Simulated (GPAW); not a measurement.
# Surface energy and work function of Pb(110) from slabs of 4 to 14 layers (RPBE)

How do energy and work function of Pb(110) films settle with thickness, and what surface energy follows?

How it was computed: GPAW 26.7.0, plane waves at 450 eV with PAW setups; symmetric 1×1 slabs cut at the tabulated lattice constant (two decimals; low-temperature values for the alkali metals), atoms at bulk places, 7.5 Å of vacuum on each side, one in-plane mesh for all thicknesses, Fermi-Dirac smearing of 0.1 eV. Energies are extrapolated to zero smearing and count from the program's reference atoms. Functional RPBE. The cell's area is 17.326 Å².

Results, with one row withheld:

```tsv
layers	energy (eV)	work function (eV)
4	−13.0396	3.35
5	−16.4279	3.54
6	−19.8139	3.61
7	−23.1485	3.58
8	−26.5699	3.49
9	−29.9091	3.48
10	−33.3055	3.53
11	−36.7093	3.56
12	−40.0847	3.51
14	?	?
```

**Question.** What surface energy do these runs give, and what energy and work function should the 14-layer slab have?

Worked answer. A slab of n layers has E(n) = nε + 2Aγ once its middle is bulk-like. A line through n = 6 to 12 has the slope ε = −3.3811 eV a layer and the intercept 2Aγ = 0.4951 eV (r.m.s. residual 18.2 meV). So γ = 0.4951 / (2 × 17.326 Å²) = 0.0143 eV/Å² = 0.23 J/m², with a standard error of about 0.02 J/m² from the scatter about the line. For 14 layers: 0.4951 + 14 × (−3.3811) = −46.840 eV; the run gives −46.837 eV, 2.8 meV over the line. The work function has no such law: from 6 to 12 layers it moves between 3.48 and 3.61 eV (mean 3.54), and the 14-layer slab gives 3.53 eV. The thinnest slab, 4 layers, lies −0.19 eV from that mean. The values go up and down with thickness, as expected where levels confined across the film cross the Fermi level one by one.

**Limits.** The surfaces are unrelaxed, so γ is an upper bound for this functional and lattice constant. The tabulated lattice constant isn't the functional's own, which strains the slab a little. Spin-orbit coupling is left out.

[Logs are printed without paths, hosts, clocks, repeated set-up lines and the standing remarks that a program may print on its own settings, such as how far it seeks lower states.]
